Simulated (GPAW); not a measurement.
Consider ZnAg (Pm-3m).

```xyz
2
Lattice="3.1560 0.0000 0.0000 0.0000 3.1560 0.0000 0.0000 0.0000 3.1560" Properties=species:S:1:pos:R:3 pbc="T T T"
Ag    0.0000    0.0000    0.0000
Zn    1.5780    1.5780    1.5780
```

Absorber: atom 1, with 8 Zn at 2.73 Å and 6 Ag at 3.16 Å (cube and octahedron, as in bcc, site symmetry m-3m). Method: GPAW, LDA, excited-electron core hole (neutral cell), 8-atom cell with 5.5 Å between holes, 6×6×6 k points, dipole transitions, Gaussian full width 2.4 eV up to 4 eV, rising linearly to 3.5 eV at 25 eV.

Predict the near-edge structure at the Ag L₃ edge.

Main maxima up to 30 eV above the zero (height): 5.2 eV (1.11), 11.6 eV (0.98), 19.2 eV (1.45) and 29.6 eV (1.27). At an L edge the dipole rule selects empty d and s states; the absorber's d shell is nominally full, so the onset shows only d character mixed into the empty bands. 

The Ag L₃ spectrum (energy from the lowest empty level; intensity scaled to a mean of 1 over the first 20 eV):

| E (eV) | intensity |
| --- | --- |
| -2.0 | 0.02 |
| -1.5 | 0.04 |
| -1.0 | 0.10 |
| -0.5 | 0.20 |
| 0.0 | 0.35 |
| 0.5 | 0.53 |
| 1.0 | 0.72 |
| 1.5 | 0.87 |
| 2.0 | 0.96 |
| 2.5 | 0.99 |
| 3.0 | 0.98 |
| 3.5 | 0.99 |
| 4.0 | 1.02 |
| 4.5 | 1.06 |
| 5.0 | 1.10 |
| 5.5 | 1.11 |
| 6.0 | 1.07 |
| 6.5 | 1.02 |
| 7.0 | 0.96 |
| 7.5 | 0.91 |
| 8.0 | 0.87 |
| 8.5 | 0.84 |
| 9.0 | 0.83 |
| 9.5 | 0.85 |
| 10.0 | 0.89 |
| 10.5 | 0.93 |
| 11.0 | 0.97 |
| 11.5 | 0.98 |
| 12.0 | 0.97 |
| 12.5 | 0.96 |
| 13.0 | 0.95 |
| 13.5 | 0.94 |
| 14.0 | 0.93 |
| 14.5 | 0.92 |
| 15.0 | 0.92 |
| 15.5 | 0.93 |
| 16.0 | 0.97 |
| 16.5 | 1.04 |
| 17.0 | 1.14 |
| 17.5 | 1.25 |
| 18.0 | 1.35 |
| 18.5 | 1.41 |
| 19.0 | 1.44 |
| 19.5 | 1.44 |
| 20.0 | 1.43 |
| 20.5 | 1.41 |
| 21.0 | 1.40 |
| 21.5 | 1.39 |
| 22.0 | 1.37 |
| 22.5 | 1.35 |
| 23.0 | 1.32 |
| 23.5 | 1.30 |
| 24.0 | 1.27 |
| 24.5 | 1.25 |
| 25.0 | 1.24 |
| 25.5 | 1.22 |
| 26.0 | 1.20 |
| 26.5 | 1.18 |
| 27.0 | 1.17 |
| 27.5 | 1.18 |
| 28.0 | 1.20 |
| 28.5 | 1.23 |
| 29.0 | 1.25 |
| 29.5 | 1.27 |
| 30.0 | 1.27 |
| 30.5 | 1.24 |
| 31.0 | 1.20 |
| 31.5 | 1.15 |
| 32.0 | 1.10 |

Only the L₃ part is meant: spin–orbit coupling of the core level isn't computed and the L₂ copy isn't added. The script folds with a Gaussian, whereas the core hole's own line is a Lorentzian, so the onset is too steep and the first peak too high. The holes are only 5.5 Å apart, so the shape is probably not converged with cell size; no larger cell was run here. Lifetime broadening is put in by hand, and intensities beyond about 20 eV depend on it and on the partial waves. The structure is a published determination, not relaxed.

[Banner, clock and machine lines of the logs are left out without a mark of their own.]

[Logs are printed without paths, hosts, clocks, repeated set-up lines and the standing remarks that a program may print on its own settings, such as how far it seeks lower states.]

[Hosts, paths, dates, database ids (printed as entryN), source tags and the programs' standing remarks are cut or masked in the printed files.]

[Lists of maxima count a maximum above −3 eV only where it reaches 4 % of the highest in the window and stands out from its surroundings by 2 % of it (1.5 % where it reaches 55 %); shoulders and weaker maxima are passed over, and of the rest the first, up to two pre-edge ones and the few strongest are named.]
